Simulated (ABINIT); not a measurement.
## Quasiparticle gap of FeAs2 (Lollingite) in ABINIT

Aim: the G0W0 gap of FeAs2 (Lollingite) on LDA, step by step.

Method: LDA and many-body steps on it, plane waves, in ABINIT 10.8.3.

**What was measured.**

- Gap 200 meV: transport activation gap from resistivity above 200 K; electrical resistivity, thermal activation fit; bulk crystal (single crystal grown by chemical vapor transport) (“Highly Dispersive Electron Relaxation and Colossal Thermoelectricity in the Correlated Semiconductor FeSb2”, 2013, arxiv:1309.3048).

### 1. The structure

The structure is orthorhombic, space group Pnnm (No. 58). The conventional cell has a = 5.301 Å, b = 5.986 Å, c = 2.882 Å, α = 90.00°, β = 90.00°, γ = 90.00°. Nearest to Fe lie 6 As at 2.36 to 2.39 Å. Nearest to As lie 3 Fe at 2.36 to 2.39 Å and 1 As at 2.49 Å. Farther neighbours are not listed.

As a file:

```cif
data_structure
_symmetry_space_group_name_H-M 'Pnnm'
_symmetry_Int_Tables_number 58
_cell_length_a 5.3012
_cell_length_b 5.9858
_cell_length_c 2.8822
_cell_angle_alpha 90.000
_cell_angle_beta 90.000
_cell_angle_gamma 90.000
_cell_volume 91.46
loop_
_atom_site_label
_atom_site_type_symbol
_atom_site_symmetry_multiplicity
_atom_site_Wyckoff_symbol
_atom_site_fract_x
_atom_site_fract_y
_atom_site_fract_z
_atom_site_occupancy
Fe1 Fe 2 a 0.00000 0.00000 0.00000 1
As1 As 4 g 0.17630 0.36240 0.00000 1
```

The cell and positions come from the Crystallography Open Database and are kept as given unless a step says otherwise.

### 2. Ground state

This step: ABINIT 10.8.3; DFT, LDA, plane waves, norm-conserving pseudopotentials.

The ground-state density comes first.

Contents of run.abi:

```
acell 3*1.0 Angstrom
rprim 
  5.301200000000 0.000000000000 0.000000000000
  0.000000000000 5.985800000000 0.000000000000
  0.000000000000 0.000000000000 2.882200000000
ntypat 2
znucl 26 33
natom 6
typat 1 1 2 2 2 2
xred 
  0.000000000000 0.000000000000 -0.000000000000
  0.500000000000 0.500000000000 0.500000000000
  0.176300000000 0.362400000000 -0.000000000000
  0.823700000000 0.637600000000 -0.000000000000
  0.676300000000 0.137600000000 0.500000000000
  0.323700000000 0.862400000000 0.500000000000
pp_dirpath "pseudos"
pseudos "Fe.upf, As.upf"
ecut 65
ngkpt 4 4 6
nshiftk 1
shiftk 0 0 0
kptopt 1
chksymbreak 0
nband 69
occopt 1
tolvrs 1e-08
nstep 60
prtwf 0
indata_prefix "in"
outdata_prefix "out"
tmpdata_prefix "tmp"
```

Launch:

```sh
OMP_NUM_THREADS=1 mpirun -n 8 abinit run.abi > log
```

Numbers of over 12 decimals in the logs are rounded to 6 here.

What it wrote:

```text
.Version 10.8.3 of ABINIT. v10.8.2 released Aug 2026.

 Symmetries : space group Pn n m (# 58); Bravais oP (primitive ortho.)
================================================================================
 Values of the parameters that define the memory need of the present run
     intxc =       0    ionmov =       0      iscf =       7    lmnmax =       6
     lnmax =       6     mgfft =      90  mpssoang =       3    mqgrid =    4106
     natom =       6  nloc_mem =       1    nspden =       1   nspinor =       1
    nsppol =       1      nsym =       8    n1xccc =    2501    ntypat =       2
    occopt =       1   xclevel =       1
-    mband =          69        mffmem =           1         mkmem =           5
       mpw =       15484          nfft =      270000          nkpt =          36
================================================================================
  Rough estimation (10% accuracy) of disk space for files :
================================================================================

--------------------------------------------------------------------------------
------------- Echo of variables that govern the present computation ------------
--------------------------------------------------------------------------------
 -outvars: echo values of preprocessed input variables --------
            acell      1.8897261259E+00  1.8897261259E+00  1.8897261259E+00 Bohr

      chksymbreak           0
             ecut      6.50000000E+01 Hartree
-          fftalg         312

              ixc       -1012
              kpt      0.00000000E+00  0.00000000E+00  0.00000000E+00
                       2.50000000E-01  0.00000000E+00  0.00000000E+00
                       5.00000000E-01  0.00000000E+00  0.00000000E+00
                       0.00000000E+00  2.50000000E-01  0.00000000E+00
                       2.50000000E-01  2.50000000E-01  0.00000000E+00
                       5.00000000E-01  2.50000000E-01  0.00000000E+00
                       0.00000000E+00  5.00000000E-01  0.00000000E+00
                       2.50000000E-01  5.00000000E-01  0.00000000E+00
                       5.00000000E-01  5.00000000E-01  0.00000000E+00
   [... 25 further rows ...]
                       2.50000000E-01  5.00000000E-01  5.00000000E-01
                       5.00000000E-01  5.00000000E-01  5.00000000E-01
         kptrlatt        4    0    0      0    4    0      0    0    6
          kptrlen      3.26794118E+01
P           mkmem           5
            natom           6
            nband          69
            ngfft          75      90      40
             nkpt          36
            nstep          60
             nsym           8
           ntypat           2
              occ      2.000000  2.000000  2.000000  2.000000  2.000000  2.000000
                       2.000000  2.000000  2.000000  2.000000  2.000000  2.000000
                       2.000000  2.000000  2.000000  2.000000  2.000000  2.000000
                       2.000000  2.000000  2.000000  2.000000  2.000000  2.000000
                       2.000000  2.000000  2.000000  2.000000  2.000000  2.000000
                       2.000000  2.000000  2.000000  2.000000  2.000000  2.000000
                       2.000000  2.000000  2.000000  2.000000  2.000000  2.000000
                       2.000000  2.000000  2.000000  2.000000  2.000000  2.000000
                       2.000000  2.000000  2.000000  2.000000  2.000000  2.000000
                       2.000000  2.000000  2.000000  2.000000  2.000000  2.000000
                       2.000000  2.000000  0.000000  0.000000  0.000000  0.000000
[...]
prtwf           0
            rprim      5.3012000000E+00  0.0000000000E+00  0.0000000000E+00
[...]
spgroup          58

           tolvrs      1.00000000E-08

             xred      0.0000000000E+00  0.0000000000E+00  0.0000000000E+00
[...]
znucl       26.00000   33.00000

================================================================================

 chkinp: Checking input parameters for consistency.

================================================================================
== DATASET  1 ==================================================================
-   mpi_nproc: 8, omp_nthreads: 1 (-1 if OMP is not activated)

--- !DatasetInfo
iteration_state: {dtset: 1, }
dimensions: {natom: 6, nkpt: 36, mband: 69, nsppol: 1, nspinor: 1, nspden: 1, mpw: 15484, }
cutoff_energies: {ecut:  65.0, pawecutdg:  -1.0, }
electrons: {nelect:   1.24000000E+02, charge:   0.00000000E+00, occopt:   1.00000000E+00, tsmear:   1.00000000E-02, }

 Real(R)+Recip(G) space primitive vectors, cartesian coordinates (Bohr,Bohr^-1):
 R(1)= 10.0178161  0.0000000  0.0000000  G(1)=  0.0998222  0.0000000  0.0000000
 R(2)=  0.0000000 11.3115226  0.0000000  G(2)=  0.0000000  0.0884054  0.0000000
 R(3)=  0.0000000  0.0000000  5.4465686  G(3)=  0.0000000  0.0000000  0.1836018
 Unit cell volume ucvol=  6.1718748E+02 bohr^3
 Angles (23,13,12)=  9.00000000E+01  9.00000000E+01  9.00000000E+01 degrees

 getcut: wavevector=  0.0000  0.0000  0.0000  ngfft=  75  90  40
         ecut(hartree)=     65.000   => boxcut(ratio)=   2.02356

--- Pseudopotential description ------------------------------------------------
[...]
Cartesian components of stress tensor (hartree/bohr^3)
  sigma(1 1)=  3.34225539E-04  sigma(3 2)=  0.00000000E+00
  sigma(2 2)=  3.33584236E-04  sigma(3 1)=  0.00000000E+00
  sigma(3 3)=  2.82512820E-04  sigma(2 1)=  0.00000000E+00

--- !ResultsGS
iteration_state: {dtset: 1, }
comment   : Summary of ground state results
lattice_vectors:
- [ 10.0178161,   0.0000000,   0.0000000, ]
- [  0.0000000,  11.3115226,   0.0000000, ]
- [  0.0000000,   0.0000000,   5.4465686, ]
lattice_lengths: [  10.01782,   11.31152,    5.44657, ]
lattice_angles: [ 90.000,  90.000,  90.000, ] # degrees, (23, 13, 12)
lattice_volume:   6.1718748E+02
convergence: {deltae:  5.684E-12, res2:  6.298E-11, residm:  2.239E-04, diffor: null, }
etotal    :  -1.48588661E+03
entropy   :   0.00000000E+00
fermie    :   3.61204650E-01
cartesian_stress_tensor: # hartree/bohr^3
- [  3.34225539E-04,   0.00000000E+00,   0.00000000E+00, ]
- [  0.00000000E+00,   3.33584236E-04,   0.00000000E+00, ]
- [  0.00000000E+00,   0.00000000E+00,   2.82512820E-04, ]
pressure_GPa:  -9.3198E+00
xred      :
- [  0.0000E+00,   0.0000E+00,   0.0000E+00, Fe]
- [  5.0000E-01,   5.0000E-01,   5.0000E-01, Fe]
- [  1.7630E-01,   3.6240E-01,   0.0000E+00, As]
- [  8.2370E-01,   6.3760E-01,   0.0000E+00, As]
- [  6.7630E-01,   1.3760E-01,   5.0000E-01, As]
- [  3.2370E-01,   8.6240E-01,   5.0000E-01, As]
cartesian_forces: # hartree/bohr
- [  1.44560290E-19,  -0.00000000E+00,  -0.00000000E+00, ]
- [  1.44560290E-19,  -0.00000000E+00,  -0.00000000E+00, ]
- [  7.64850232E-03,  -3.13011043E-03,  -0.00000000E+00, ]
- [ -7.64850232E-03,   3.13011043E-03,  -0.00000000E+00, ]
- [  7.64850232E-03,   3.13011043E-03,  -5.79345241E-31, ]
- [ -7.64850232E-03,  -3.13011043E-03,   5.79345241E-31, ]
force_length_stats: {min:   1.44560290E-19, max:   8.26421074E-03, mean:   5.50947383E-03, }

 Integrated electronic density in atomic spheres:
 ------------------------------------------------
 Atom  Sphere_radius  Integrated_density
[...]
================================================================================

 ----iterations are completed or convergence reached----

 Mean square residual over all n,k,spin=   28.870E-08; max=  22.387E-05
 reduced coordinates (array xred) for    6 atoms
[...]
0.500000000000      0.500000000000      0.500000000000
       0.176300000000      0.362400000000      0.000000000000
       0.823700000000      0.637600000000      0.000000000000
       0.676300000000      0.137600000000      0.500000000000
       0.323700000000      0.862400000000      0.500000000000
 rms dE/dt=  3.9790E-02; max dE/dt=  7.6621E-02; dE/dt below (all hartree)
    1       0.000000000000      0.000000000000      0.000000000000
    2       0.000000000000      0.000000000000      0.000000000000
    3      -0.076621290018      0.035406315039      0.000000000000
    4       0.076621290018     -0.035406315039      0.000000000000
    5      -0.076621290018     -0.035406315039      0.000000000000
    6       0.076621290018      0.035406315039     -0.000000000000

 cartesian coordinates (angstrom) at end:
    1      0.000000     0.000000     0.000000
    2      2.650600     2.992900     1.441100
    3      0.934602     2.169254     0.000000
    4      4.366598     3.816546     0.000000
[...]
cartesian forces (hartree/bohr) at end:
[...]
frms,max,avg= 3.8957863E-03 7.6485023E-03   0.000E+00  0.000E+00  0.000E+00 h/b

 cartesian forces (eV/Angstrom) at end:
[...]
2      0.000000    -0.000000    -0.000000
    3      0.393302    -0.160957    -0.000000
    4     -0.393302     0.160957    -0.000000
    5      0.393302     0.160957    -0.000000
    6     -0.393302    -0.160957     0.000000
 frms,max,avg= 2.0032939E-01 3.9330180E-01   0.000E+00  0.000E+00  0.000E+00 e/A
 length scales=  1.889726125908  1.889726125908  1.889726125908 bohr
              =  1.000000000000  1.000000000000  1.000000000000 angstroms
 prteigrs : about to open file out_EIG
 Fermi (or HOMO) energy (hartree) =   0.36120   Average Vxc (hartree)=  -0.47115
 Eigenvalues (hartree) for nkpt=  36  k points:
 kpt#   1, nband= 69, wtk=  0.01042, kpt=  0.0000  0.0000  0.0000 (reduced coord)
  -6.40301   -6.40301   -6.40300   -6.40300   -4.34398   -4.34398   -4.34398   -4.34398
  -4.34266   -4.34266   -4.34256   -4.34256   -4.33960   -4.33960   -4.33959   -4.33959
  -2.78712   -2.78712   -1.56074   -1.56073   -1.55902   -1.55902   -1.54676   -1.54674
  -0.94760   -0.94749   -0.94577   -0.94555   -0.94548   -0.94546   -0.94460   -0.94447
  -0.94277   -0.94266   -0.94265   -0.94249   -0.94241   -0.94231   -0.94224   -0.94212
  -0.94126   -0.94101   -0.94043   -0.94021   -0.16722   -0.07524   -0.03892   -0.02147
   0.13322    0.16701    0.21371    0.23118    0.24408    0.26152    0.30016    0.31451
   0.32071    0.32119    0.34054    0.35310    0.35576    0.35872    0.41917    0.45135
   0.51488    0.53367    0.53442    0.54098    0.59542
 prteigrs : prtvol=0 or 1, do not print more k-points.

--- !EnergyTerms
iteration_state     : {dtset: 1, }
comment             : Components of total free energy in Hartree
kinetic             :  6.65213465753009E+02
hartree             :  5.15377514202815E+02
xc                  : -1.59518932524917E+02
Ewald energy        : -7.86265375186903E+02
psp_core            :  2.57309298914361E+01
local_psp           : -1.42351617850264E+03
non_local_psp       : -3.22908031766286E+02
total_energy        : -1.48588660813348E+03
total_energy_eV     : -4.04330344116508E+04
band_energy         : -2.15578591952524E+02

 Cartesian components of stress tensor (hartree/bohr^3)
  sigma(1 1)=  3.34225539E-04  sigma(3 2)=  0.00000000E+00
  sigma(2 2)=  3.33584236E-04  sigma(3 1)=  0.00000000E+00
  sigma(3 3)=  2.82512820E-04  sigma(2 1)=  0.00000000E+00

-Cartesian components of stress tensor (GPa)         [Pressure= -9.3198E+00 GPa]
- sigma(1 1)=  9.83325484E+00  sigma(3 2)=  0.00000000E+00
- sigma(2 2)=  9.81438707E+00  sigma(3 1)=  0.00000000E+00
- sigma(3 3)=  8.31181411E+00  sigma(2 1)=  0.00000000E+00

== END DATASET(S) ==============================================================
================================================================================

 -outvars: echo values of variables after computation  --------
           etotal     -1.4858866081E+03
            nband          69
             nkpt          36
          spgroup          58
 [... the other variables as echoed above ...]

 Calculation completed.
```

Elapsed: 11 min, on 8 MPI ranks of Arm Neoverse V1, shared host; peak memory 1.6 GiB.

Numbers from this step:

```yaml
total_energy: -40433.0344 eV
gap: 0.2389 eV
k_of_the_valence_top: 0, 0.5, 0.1667
k_of_the_conduction_bottom: 0, 0, 0.3333
least_direct_gap: 0.4503 eV
pressure: -9.320 GPa
```

The gap is indirect, with the least direct gap 0.21 eV higher.

The cutoff was set for levels, not for stress, so the pressure can be off by some GPa.

### 3. Empty states on the mesh, 2×2×4 mesh, 116 bands

The sums over transitions need many empty states on a uniform mesh; this step solves for them.

run.abi, as its differences from that of step 2:

```diff
@@ -19,3 +19,3 @@
 ecut 65
-ngkpt 4 4 6
+ngkpt 2 2 4
 nshiftk 1
@@ -24,7 +24,10 @@
 chksymbreak 0
-nband 69
-occopt 1
-tolvrs 1e-08
+iscf -2
+irdden 1
+istwfk *1
+nband 116
+nbdbuf 10
+tolwfr 1e-09
 nstep 60
-prtwf 0
+prtvol 0
 indata_prefix "in"
```

What it wrote:

```text
.Version 10.8.3 of ABINIT. v10.8.2 released Aug 2026.

 Symmetries : space group Pn n m (# 58); Bravais oP (primitive ortho.)
[... echo of the input left out ...]
== DATASET  1 ==================================================================
-   mpi_nproc: 8, omp_nthreads: 1 (-1 if OMP is not activated)
-    --> not optimal distribution: autoparal keyword recommended in input file <--

--- !DatasetInfo
iteration_state: {dtset: 1, }
dimensions: {natom: 6, nkpt: 12, mband: 116, nsppol: 1, nspinor: 1, nspden: 1, mpw: 15496, }
cutoff_energies: {ecut:  65.0, pawecutdg:  -1.0, }
electrons: {nelect:   1.24000000E+02, charge:   0.00000000E+00, occopt:   1.00000000E+00, tsmear:   1.00000000E-02, }

 Real(R)+Recip(G) space primitive vectors, cartesian coordinates (Bohr,Bohr^-1):
 R(1)= 10.0178161  0.0000000  0.0000000  G(1)=  0.0998222  0.0000000  0.0000000
 R(2)=  0.0000000 11.3115226  0.0000000  G(2)=  0.0000000  0.0884054  0.0000000
 R(3)=  0.0000000  0.0000000  5.4465686  G(3)=  0.0000000  0.0000000  0.1836018
 Unit cell volume ucvol=  6.1718748E+02 bohr^3
 Angles (23,13,12)=  9.00000000E+01  9.00000000E+01  9.00000000E+01 degrees

 getcut: wavevector=  0.0000  0.0000  0.0000  ngfft=  75  90  40
         ecut(hartree)=     65.000   => boxcut(ratio)=   2.02356

--- Pseudopotential description ------------------------------------------------
- Fe Generated using ONCVPSP code by D. R. Hamann
- 26.00000  16.00000  180309                  znucl, zion, pspdat
12 -1012 2 -1 1408                            pspcod,pspxc,lmax,lloc,mmax
     nproj     2     2     2
  pspatm : epsatm=   14.62541472
         --- l  ekb(1:nproj) -->
             0   16.534884    1.886547
             1    1.682161   -0.540477
             2   -7.784076   -2.323469
 pspatm: atomic psp has been read  and splines computed

- As Generated using ONCVPSP code by D. R. Hamann
- 33.00000  23.00000  180309                  znucl, zion, pspdat
12 -1012 2 -1 1326                            pspcod,pspxc,lmax,lloc,mmax
     nproj     2     2     2
  pspatm : epsatm=   24.70505022
         --- l  ekb(1:nproj) -->
[...]
pspatm: atomic psp has been read  and splines computed

--------------------------------------------------------------------------------

================================================================================
 prteigrs : about to open file out_EIG
 Non-SCF case, kpt    1 (  0.00000  0.00000  0.00000), residuals and eigenvalues=
  3.83E-10  4.96E-10  4.56E-10  4.27E-10  2.14E-10  1.79E-10  2.05E-10  1.87E-10
  1.80E-10  2.18E-10  2.45E-10  1.97E-10  1.93E-10  2.16E-10  1.84E-10  2.55E-10
  7.42E-10  7.19E-10  4.90E-10  7.35E-10  3.24E-10  6.95E-10  4.03E-10  6.80E-10
[...]
3.08E-05  1.44E-05  2.09E-05  5.28E-04
 -6.4030E+00 -6.4030E+00 -6.4030E+00 -6.4030E+00 -4.3440E+00 -4.3440E+00
 -4.3440E+00 -4.3440E+00 -4.3427E+00 -4.3427E+00 -4.3426E+00 -4.3426E+00
 -4.3396E+00 -4.3396E+00 -4.3396E+00 -4.3396E+00 -2.7871E+00 -2.7871E+00
[...]
1.3018E+00  1.3032E+00  1.3042E+00  1.3702E+00  1.3771E+00  1.3774E+00
  1.3816E+00  1.4117E+00  1.4244E+00  1.4279E+00  1.4576E+00  1.4592E+00
  1.4680E+00  1.4803E+00
 prteigrs : prtvol=0 or 1, do not print more k-points.

--- !ResultsGS
iteration_state: {dtset: 1, }
comment   : Summary of ground state results
lattice_vectors:
- [ 10.0178161,   0.0000000,   0.0000000, ]
- [  0.0000000,  11.3115226,   0.0000000, ]
- [  0.0000000,   0.0000000,   5.4465686, ]
lattice_lengths: [  10.01782,   11.31152,    5.44657, ]
lattice_angles: [ 90.000,  90.000,  90.000, ] # degrees, (23, 13, 12)
lattice_volume:   6.1718748E+02
convergence: {deltae:  0.000E+00, res2:  0.000E+00, residm:  9.966E-10, diffor:  0.000E+00, }
etotal    :  -1.48588661E+03
entropy   :   0.00000000E+00
fermie    :   3.61204650E-01
cartesian_stress_tensor: null
pressure_GPa: null
xred      :
- [  0.0000E+00,   0.0000E+00,   0.0000E+00, Fe]
- [  5.0000E-01,   5.0000E-01,   5.0000E-01, Fe]
- [  1.7630E-01,   3.6240E-01,   0.0000E+00, As]
- [  8.2370E-01,   6.3760E-01,   0.0000E+00, As]
- [  6.7630E-01,   1.3760E-01,   5.0000E-01, As]
- [  3.2370E-01,   8.6240E-01,   5.0000E-01, As]
cartesian_forces: null
force_length_stats: {min: null, max: null, mean: null, }

 Integrated electronic density in atomic spheres:
 ------------------------------------------------
 Atom  Sphere_radius  Integrated_density
[...]
================================================================================

 ----iterations are completed or convergence reached----

 Mean square residual over all n,k,spin=   43.377E-11; max=  99.663E-11
 reduced coordinates (array xred) for    6 atoms
[...]
0.676300000000      0.137600000000      0.500000000000
       0.323700000000      0.862400000000      0.500000000000

 cartesian coordinates (angstrom) at end:
    1      0.000000     0.000000     0.000000
    2      2.650600     2.992900     1.441100
[...]
6      1.715998     5.162154     1.441100
 length scales=  1.889726125908  1.889726125908  1.889726125908 bohr
              =  1.000000000000  1.000000000000  1.000000000000 angstroms
 prteigrs : about to open file out_EIG
 Eigenvalues (hartree) for nkpt=  12  k points:
 kpt#   1, nband=116, wtk=  0.06250, kpt=  0.0000  0.0000  0.0000 (reduced coord)
[...]
1.21807    1.22958    1.24060    1.26820    1.27330    1.29012    1.30184    1.30316
   1.30421    1.37021    1.37712    1.37742    1.38164    1.41172    1.42440    1.42794
   1.45763    1.45923    1.46801    1.48028
 prteigrs : prtvol=0 or 1, do not print more k-points.

== END DATASET(S) ==============================================================
================================================================================

 -outvars: echo values of variables after computation  --------
            nband         116
             nkpt          12
          spgroup          58
 [... the other variables as echoed above ...]

 Calculation completed.
```

The job ended after 2.3 min (8 MPI ranks; peak memory 1.1 GiB).

Numbers from this step:

```
gap                                                           : 0.2727 eV
k of the valence top                                          : 0, 0.5, 0.25
k of the conduction bottom                                    : 0, 0, 0.25
least direct gap                                              : 0.5777 eV
k points computed                                             : 12
lowest point of the top converged band, above the valence top : 25.31 eV
```

On this mesh the gap is 0.273 eV. The earlier step found 0.239 eV, so this mesh misses an edge.

[end of part 1 of 2]

[Paths, hosts, dates, memory and timing lines, banners, echoed tables and standing remarks are left out of the program output.]

[Logs are printed without paths, hosts, clocks, repeated set-up lines and the standing remarks that a program may print on its own settings, such as how far it seeks lower states.]

[Runs of the session that timed out or met a known fault of the program may be left out.]

[Hosts, paths, dates, database ids (printed as entryN), source tags and the programs' standing remarks are cut or masked in the printed files.]

[G0W0 gaps are taken among the corrected bands and points alone; a level outside them can change the order at an edge.]

[Where Ansatz stands beside ABINIT at settings called matched, ABINIT's density can come from a denser mesh and the files from another edition; pairs whose starting gaps differed by over 0.03 eV were left out, so agreement reads better than it is.]
